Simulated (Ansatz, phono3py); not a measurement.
## Heat carried by phonons in SrO (Fm-3m)

How well does the lattice of SrO conduct heat?

Experimental results on record:
- thermal conductivity 12 W/m/K near room temperature (given in “Combining the AFLOW GIBBS and Elastic Libraries to efficiently and robustly screen thermo-mechanical properties of solids”, 2017, arXiv:1611.05714)
- thermal conductivity 12 W/m/K near room temperature (given in “Predicting the lattice thermal conductivity of solids by solving the Boltzmann transport equation: AFLOW - AAPL an automated, accurate and efficient framework”, 2017, arXiv:1611.05481)

Program: Ansatz 0.2.0. Level of theory: DFT LDA, scalar-relativistic, plane waves, PAW. Results are calculated unless marked as measured.

Most raw output is cut from this account.

The database entry behind the starting cell differs from later determinations by our own check (about 0.5 % short), so it need not match the best structure at ambient conditions.

### Step 1. Set-up

Symmetry: Fm-3m, No. 225, cubic system. The conventional cell has a = 5.133 Å, b = 5.133 Å, c = 5.133 Å, α = 90.00°, β = 90.00°, γ = 90.00°. Nearest to Sr lie 6 O at 2.57 Å. Nearest to O lie 6 Sr at 2.57 Å. Farther neighbours and most contacts between anions are not listed.

Coordinates:

```cif
data_structure
_symmetry_space_group_name_H-M 'Fm-3m'
_symmetry_Int_Tables_number 225
_cell_length_a 5.1326
_cell_length_b 5.1326
_cell_length_c 5.1326
_cell_angle_alpha 90.000
_cell_angle_beta 90.000
_cell_angle_gamma 90.000
_cell_volume 135.21
loop_
_atom_site_label
_atom_site_type_symbol
_atom_site_symmetry_multiplicity
_atom_site_Wyckoff_symbol
_atom_site_fract_x
_atom_site_fract_y
_atom_site_fract_z
_atom_site_occupancy
Sr1 Sr 4 b 0.50000 0.00000 0.00000 1
O1 O 4 a 0.00000 0.00000 0.00000 1
```

### Step 2. Probe on a coarse mesh

Before spending time, one coarse run tells the gap and the pressure of the starting cell.

File input.yaml:

```yaml
crystal:
  lattice:
    - [0.0, 2.5663, 2.5663]
    - [2.5663, 0.0, 2.5663]
    - [2.5663, 2.5663, 0.0]
  atoms:
    - { symbol: Sr, position: [0.5, 0.5, 0.5] }
    - { symbol: O, position: [0.0, 0.0, 0.0] }
kpoints:
  mp_grid: { grid: [6, 6, 6] }
hamiltonian:
  xc: lda
scf:
  occupations: { method: gaussian, width: 0.1 }
output:
  forces: true
  stress: true
  eigenvalues: true
```

The run is started by

```sh
$ ansatz run input.yaml --threads 4 --pin off --max-ram 16384MiB --backend cpu --events-out ev --progress --plain --runs-dir out
```

It took 0.32 s on 4 threads of Arm Neoverse V1, shared host; peak memory 0.25 GiB.

A gap read on the k-mesh alone can miss the band edges.

This step gave:

* pressure: -3.830 GPa
* gap on the k-mesh: 3.154 eV
* volume per atom: 16.90 Å³

The start is under -3.8 GPa at this level and looks like an insulator or semiconductor on this mesh.

### Step 3. Relaxation

The vibrations must be taken about the equilibrium of this functional, not about the starting cell, so the structure is relaxed.

input.yaml, the sections that differ from step 2:

```yaml
kpoints:
  mp_grid: { grid: [8, 8, 8] }
scf:
  occupations: { method: gaussian, width: 0.02 }
output:
  forces: true
  stress: true
  eigenvalues: true
  write_density: true
  write_potential: true
  elf: true
  volumetric_format: npy
relax:
  adjacent_minimum: "off"
  f_tol: 0.005
  max_steps: 80
  cell: { stress_tol: 0.05 }
# crystal, hamiltonian: as in step 2
```

The job ended after 2.3 s (4 threads; peak memory 0.28 GiB; 7 s of CPU time).

The steps of the relaxation:

```tsv
step	energy less that of the first step (eV)	largest force component (eV/Å)	pressure (GPa)	volume (Å³)
1	0.0000	0.0000	-3.83	33.80
2	-0.0048	0.0000	4.90	31.19
3	-0.0196	0.0000	-0.27	32.61
4	-0.0199	0.0000	-0.01	32.53
5*	-0.0165	0.0000	-0.18	32.53
6	-0.0167	0.0000	0.00	32.47
7*	-0.0164	0.0000	-0.01	32.47
```

Relaxation steps marked * repeat the geometry before them on a plane-wave basis chosen anew for their cell, so energy and pressure can jump there. Relaxation step 2 was tried and not accepted.

Forces are held to the 48 operations that the run works with; a distortion that breaks them can't arise in this run.

```tsv
conventional cell, symmetrised	before	after	change
a (Å)	5.133	5.064	-1.3 %
b (Å)	5.133	5.064	-1.3 %
c (Å)	5.133	5.064	-1.3 %
volume (Å³/atom)	16.90	16.24	-3.9 %
```

Final coordinates:

```xyz
2
Lattice="0.0000 2.5322 2.5322 2.5322 0.0000 2.5322 2.5322 2.5322 0.0000" Properties=species:S:1:pos:R:3 pbc="T T T"
Sr    2.5322    2.5322    2.5322
O     0.0000    0.0000    0.0000
```

This step gave:

| Property | Result |
| --- | --- |
| pressure | -0.01030 GPa |
| gap on the k-mesh | 3.123 eV |
| volume per atom | 16.24 Å³ |

Electrostatic potential energy in the ac plane of the conventional cell at fractional y = 0.000, with atoms of Sr and O within 0.2 Å of it. With pseudopotentials it is smooth inside the atoms' cores, unlike the true potential.

Values in eV, 14 rows by 14 columns, each cell a mean:
```
 -36  -17    9    9   -1  -44 -111 -120  -79  -15    6   11   -2  -29
  -7    6   12   10    4  -12  -44  -54  -26   -1    8   12   11   -2
  11   12   12   11    8    4   -1   -3    2    7   10   12   12   11
   5    7    9   11   11   10    9    9   10   11   11   10    8    6
 -20   -7    4    9   12   12    9    7   11   12   11    7   -1  -15
 -93  -51   -7    7   12    6  -17  -22   -5   11   10    2  -26  -79
-123  -93  -20    5   11   -7  -36  -44  -22    7    9   -3  -54 -120
-120  -79  -15    6   11   -2  -29  -36  -17    9    9   -1  -44 -111
 -54  -26   -1    8   12   11   -2   -7    6   12   10    4  -12  -44
  -3    2    7   10   12   12   11   11   12   12   11    8    4   -1
   9   10   11   11   10    8    6    5    7    9   11   11   10    9
   7   11   12   11    7   -1  -15  -20   -7    4    9   12   12    9
 -22   -5   11   10    2  -26  -79  -93  -51   -7    7   12    6  -17
 -44  -22    7    9   -3  -54 -120 -123  -93  -20    5   11   -7  -36
```
Columns run along a (5.1 Å; values clipped at the 3rd and 97th percentile), rows up along c (5.1 Å), edges of the conventional cell, whose origin can differ from the input's. Atoms in or near the plane, at fractional coordinates: Sr at (0.50, 0.00), Sr at (0.00, 0.50), O at (0.00, 0.00), O at (0.50, 0.50).

Valence density in the ac plane of the conventional cell at fractional y = 0.000, with atoms of Sr and O within 0.2 Å of it. It is the smooth field of the valence electrons, not physical close to the nuclei.

Values in e/Å³, 14 rows by 14 columns, each cell a mean:
```
5.5 2.7 0.7 0.3 0.6 1.9 2.5 2.3 2.4 1.1 0.3 0.4 1.4 4.4
1.7 0.9 0.3 0.2 0.3 1.0 1.9 2.1 1.4 0.5 0.2 0.2 0.6 1.4
0.4 0.3 0.1 0.1 0.1 0.3 0.6 0.7 0.4 0.2 0.1 0.1 0.2 0.4
0.3 0.2 0.1 0.1 0.1 0.2 0.3 0.3 0.2 0.1 0.1 0.1 0.2 0.3
1.3 0.8 0.3 0.1 0.1 0.3 0.7 0.8 0.5 0.2 0.1 0.2 0.5 1.1
2.5 2.0 0.8 0.2 0.3 0.9 2.7 3.4 1.6 0.5 0.2 0.4 1.4 2.4
1.7 2.5 1.3 0.3 0.4 1.7 5.5 6.8 3.4 0.8 0.3 0.7 2.1 2.3
2.3 2.4 1.1 0.3 0.4 1.4 4.4 5.5 2.7 0.7 0.3 0.6 1.9 2.5
2.1 1.4 0.5 0.2 0.2 0.6 1.4 1.7 0.9 0.3 0.2 0.3 1.0 1.9
0.7 0.4 0.2 0.1 0.1 0.2 0.4 0.4 0.3 0.1 0.1 0.1 0.3 0.6
0.3 0.2 0.1 0.1 0.1 0.2 0.3 0.3 0.2 0.1 0.1 0.1 0.2 0.3
0.8 0.5 0.2 0.1 0.2 0.5 1.1 1.3 0.8 0.3 0.1 0.1 0.3 0.7
3.4 1.6 0.5 0.2 0.4 1.4 2.4 2.5 2.0 0.8 0.2 0.3 0.9 2.7
6.8 3.4 0.8 0.3 0.7 2.1 2.3 1.7 2.5 1.3 0.3 0.4 1.7 5.5
```
Columns run along a (5.1 Å), rows up along c (5.1 Å), edges of the conventional cell, whose origin can differ from the input's. Atoms in or near the plane, at fractional coordinates: Sr at (0.50, 0.00), Sr at (0.00, 0.50), O at (0.00, 0.00), O at (0.50, 0.50).

ELF in the ac plane of the conventional cell at fractional y = 0.000, with atoms of Sr and O within 0.2 Å of it. It is the smooth field of the valence electrons, not physical close to the nuclei.

Values, 14 rows by 14 columns, each cell a mean:
```
0.62 0.79 0.64 0.21 0.50 0.81 0.53 0.40 0.76 0.72 0.23 0.41 0.78 0.69
0.79 0.75 0.52 0.15 0.32 0.73 0.81 0.81 0.81 0.54 0.14 0.33 0.69 0.78
0.43 0.38 0.24 0.08 0.10 0.32 0.50 0.53 0.41 0.17 0.06 0.16 0.33 0.41
0.26 0.19 0.09 0.04 0.08 0.15 0.21 0.22 0.18 0.12 0.05 0.06 0.14 0.23
0.75 0.65 0.35 0.09 0.24 0.52 0.64 0.66 0.60 0.40 0.12 0.17 0.54 0.72
0.67 0.80 0.65 0.19 0.38 0.75 0.79 0.75 0.79 0.60 0.18 0.41 0.81 0.76
0.18 0.67 0.75 0.26 0.43 0.79 0.62 0.45 0.75 0.66 0.22 0.53 0.81 0.40
0.40 0.76 0.72 0.23 0.41 0.78 0.69 0.62 0.79 0.64 0.21 0.50 0.81 0.53
0.81 0.81 0.54 0.14 0.33 0.69 0.78 0.79 0.75 0.52 0.15 0.32 0.73 0.81
0.53 0.41 0.17 0.06 0.16 0.33 0.41 0.43 0.38 0.24 0.08 0.10 0.32 0.50
0.22 0.18 0.12 0.05 0.06 0.14 0.23 0.26 0.19 0.09 0.04 0.08 0.15 0.21
0.66 0.60 0.40 0.12 0.17 0.54 0.72 0.75 0.65 0.35 0.09 0.24 0.52 0.64
0.75 0.79 0.60 0.18 0.41 0.81 0.76 0.67 0.80 0.65 0.19 0.38 0.75 0.79
0.45 0.75 0.66 0.22 0.53 0.81 0.40 0.18 0.67 0.75 0.26 0.43 0.79 0.62
```
Columns run along a (5.1 Å), rows up along c (5.1 Å), edges of the conventional cell, whose origin can differ from the input's. Atoms in or near the plane, at fractional coordinates: Sr at (0.50, 0.00), Sr at (0.00, 0.50), O at (0.00, 0.00), O at (0.50, 0.50).

The relaxation ends with a pressure of -0.01 GPa.

### Step 4. Tight relaxation

The thresholds are tightened for a last relaxation ahead of the phonons, and where mesh or smearing change with them the cell follows.

File input.yaml:

```yaml
crystal:
  lattice:
    - [0.0, 2.5321974968, 2.5321974968]
    - [2.5321974968, 0.0, 2.5321974968]
    - [2.5321974968, 2.5321974968, 0.0]
  atoms:
    - { symbol: Sr, position: [0.5, 0.5, 0.5] }
    - { symbol: O, position: [0.0, 0.0, 0.0] }
kpoints:
  mp_grid: { grid: [9, 9, 9] }
hamiltonian:
  xc: lda
scf:
  occupations: { method: fixed }
output:
  forces: true
  stress: true
  eigenvalues: true
relax:
  adjacent_minimum: "off"
  f_tol: 0.001
  max_steps: 60
  cell: { stress_tol: 0.01 }
```

It took 1.2 s on 4 threads; peak memory 0.28 GiB.

Little changed from the start: no atom moved by 0.005 Å and no cell edge by 0.1 %.

Numbers from this step:

```yaml
pressure: -5.51e-5 GPa
gap_on_the_k_mesh: 3.183 eV
```

The residual pressure is -5.5e-5 GPa, small enough for phonons.

### Step 5. An input with a fault

This input was changed on purpose, to see how the program answers.

File input.yaml:

```yaml
crystal:
  lattice:
    - [0.0, 2.5321230321, 2.5321230321]
    - [2.5321230321, 0.0, 2.5321230321]
    - [2.5321230321, 2.5321230321, 0.0]
  atoms:
    - { symbol: Sr, position: [0.5, 0.5, 0.5] }
    - { symbol: O, position: [0.0, 0.0, 0.0] }
kpoints:
  mp_grid: { grid: [6, 6, 6] }
hamiltonian:
  xc: lda
scf:
  occupations: { method: fixed }
  max_iter: 80
output:
  eigenvalues: true
phonons:
  supercell: [2, 2, 2]
  dielectric: false
  third_order: { supercell: [2, 2, 2], pair_cutoff: "4 eV" }
  lattice_thermal_conductivity:
    qmesh: [11, 11, 11]
    temperatures: [300]
    isotope_mass_variance:
      - { species: O, variance: 3.359e-05 }
      - { species: Sr, variance: 6.1e-05 }
```

Elapsed: 0.02 s, on 4 threads; peak memory 0.022 GiB.

The input was rejected at the start.

The program's message: “Error: YAML parse error: error: line 21 column 53: expected [length], got [energy] (`eV`)
  --> <input>:21:53
   |
19 |   supercell: [2, 2, 2]
20 |   dielectric: false
21 |   third_order: { supercell: …”

The fault put into the input: a cutoff in a unit of energy.

### Step 6. Third-order constants on small settings, third order supercell 2×2×2, atoms in the supercell 16

A small supercell and a short cutoff cost little, and show how far such settings carry.

input.yaml, the sections that differ from step 5:

```yaml
scf:
  occupations: { method: fixed }
phonons:
  method: fd
  dielectric: true
  supercell: [2, 2, 2]
  temperatures: { t_max: 1000, t_step: 50 }
  qpath:
    path:
      - [[0.0, 0.0, 0.0], [0.5, 0.0, 0.5], [0.625, 0.25, 0.625]]
      - [[0.375, 0.375, 0.75], [0.0, 0.0, 0.0], [0.5, 0.5, 0.5], [0.5, 0.25, 0.75], [0.5, 0.0, 0.5]]
    npoints: 10
  third_order: { supercell: [2, 2, 2], pair_cutoff: 2.682 }
  lattice_thermal_conductivity:
    qmesh: [13, 13, 13]
    temperatures: [100.0, 150.0, 200.0, 300.0, 400.0, 500.0, 600.0, 800.0]
    isotope_mass_variance:
      - { species: O, variance: 3.359e-05 }
      - { species: Sr, variance: 6.1e-05 }
# crystal, kpoints, hamiltonian, output: as in step 5
```

The job ended after 1.8 min (4 threads; peak memory 0.8 GiB; 7 min of CPU time).

Numbers from this step:

- Γ frequencies: 0, 0, 0, 215.3, 215.3, 215.3 cm⁻¹ (negative: imaginary)
- lowest frequency on the path: 0 cm⁻¹
- zero-point energy: 0.08395 eV/cell
- point group: m-3m
- highest frequency: 473 cm⁻¹
- Debye temperature from the second moment: 457 K
- κ at 300 K (relaxation time): 106 W/m/K
- κ at 300 K (full solution): 105.9 W/m/K
- dipole term: run
- mean free path at half of κ: 29500 nm
- share of κ above the three lowest branches: 0.008
- third-order blocks: 38
- periodic aliases dropped: 0
- largest relative sum-rule correction: 0.06655
- displaced cells, third order: 22

W/m/K. Kappa, by row:

```tsv
T (K)	RTA xx	RTA yy	RTA zz	full xx	full yy	full zz	coherence part xx	coherence part yy	coherence part zz	ending	iterations	least Ritz value
100	375.2	375.2	375.2	375.5	375.5	375.5	0.04293	0.04293	0.04293	converged	7	0.693
150	224.7	224.7	224.7	224.8	224.8	224.8	0.07467	0.07467	0.07467	converged	6	0.72
200	162.5	162.5	162.5	162.5	162.5	162.5	0.09521	0.09521	0.09521	converged	6	0.734
300	106	106	106	105.9	105.9	105.9	0.1238	0.1238	0.1238	converged	6	0.746
400	79.09	79.09	79.09	79.08	79.08	79.08	0.1443	0.1443	0.1443	converged	6	0.75
500	63.24	63.24	63.24	63.23	63.23	63.23	0.1602	0.1602	0.1602	converged	6	0.751
600	52.74	52.74	52.74	52.73	52.73	52.73	0.1733	0.1733	0.1733	converged	6	0.751
800	39.66	39.66	39.66	39.65	39.65	39.65	0.1938	0.1938	0.1938	converged	6	0.752
```

This rung gives 106 W/(m K) at 300 K by relaxation time, but with 16 atoms, 1 neighbour distance inside the cutoff and a 13×13×13 mesh it is a test, not the conductivity of the crystal.

### Step 7. A cheap rung, third order supercell 3×3×3, atoms in the supercell 54

input.yaml: that of step 6 with these lines changed.

```diff
@@ -19,3 +19,3 @@
   dielectric: true
-  supercell: [2, 2, 2]
+  qmesh: [6, 6, 6]
   temperatures: { t_max: 1000, t_step: 50 }
@@ -26,5 +26,5 @@
     npoints: 10
-  third_order: { supercell: [2, 2, 2], pair_cutoff: 2.682 }
+  third_order: { supercell: [3, 3, 3], pair_cutoff: 2.682 }
   lattice_thermal_conductivity:
-    qmesh: [13, 13, 13]
+    qmesh: [21, 21, 21]
     temperatures: [100.0, 150.0, 200.0, 300.0, 400.0, 500.0, 600.0, 800.0]
```

It took 12 min on 4 threads; peak memory 4.8 GiB; 47 min of CPU time.

This step gave:

* zero-point energy: 0.08421 eV/cell
* Debye temperature from the second moment: 460 K
* κ at 300 K (relaxation time): 150.5 W/m/K
* κ at 300 K (full solution): 150.5 W/m/K
* mean free path at half of κ: 73900 nm
* share of κ above the three lowest branches: 0.005
* largest relative sum-rule correction: 0.07102

W/m/K. Kappa, by row:

```tsv
T (K)	RTA xx	RTA yy	RTA zz	full xx	full yy	full zz	coherence part xx	coherence part yy	coherence part zz	ending	iterations	least Ritz value
100	651.9	651.9	651.9	652.9	652.9	652.9	0.05628	0.05628	0.05628	converged	7	0.67
150	351.1	351.1	351.1	351.4	351.4	351.4	0.07706	0.07706	0.07706	converged	7	0.687
200	241.1	241.1	241.1	241.2	241.2	241.2	0.09359	0.09359	0.09359	converged	7	0.693
300	150.5	150.5	150.5	150.5	150.5	150.5	0.1196	0.1196	0.1196	converged	6	0.698
400	110.4	110.4	110.4	110.4	110.4	110.4	0.1402	0.1402	0.1402	converged	6	0.699
500	87.53	87.53	87.53	87.56	87.56	87.56	0.1572	0.1572	0.1572	converged	6	0.7
600	72.65	72.65	72.65	72.67	72.67	72.67	0.1718	0.1718	0.1718	converged	6	0.7
800	54.35	54.35	54.35	54.36	54.36	54.36	0.1954	0.1954	0.1954	converged	6	0.7
```

This rung gives 150 W/(m K) at 300 K by relaxation time, but with 54 atoms, 1 neighbour distance inside the cutoff and a 21×21×21 mesh it is a test, not the conductivity of the crystal.

### Step 8. The ladder

Ladder, by row:

```tsv
cells or q mesh	k mesh	pair cutoff	atoms in the supercell	q-mesh of the transport sums	κ at 300 K (relaxation time) (W/m/K)	κ at 300 K (full solution) (W/m/K)	core-minutes
2x2x2	6x6x6	2.682	16	13×13×13	106	105.9	7
6x6x6	6x6x6	2.682	54	21×21×21	150.5	150.5	47.4
```

### Step 9. Summary of results

| Quantity | Value |
| --- | --- |
| conductivity | not obtained on sound settings |

What this shows: No conductivity was obtained: no run with a large enough supercell and cutoff finished.

[Logs are printed without paths, hosts, clocks, repeated set-up lines and the standing remarks that a program may print on its own settings, such as how far it seeks lower states.]

[Hosts, paths, dates, database ids (printed as entryN), source tags and the programs' standing remarks are cut or masked in the printed files.]

[A step with changed settings may run another functional than the one named; its input shows which.]
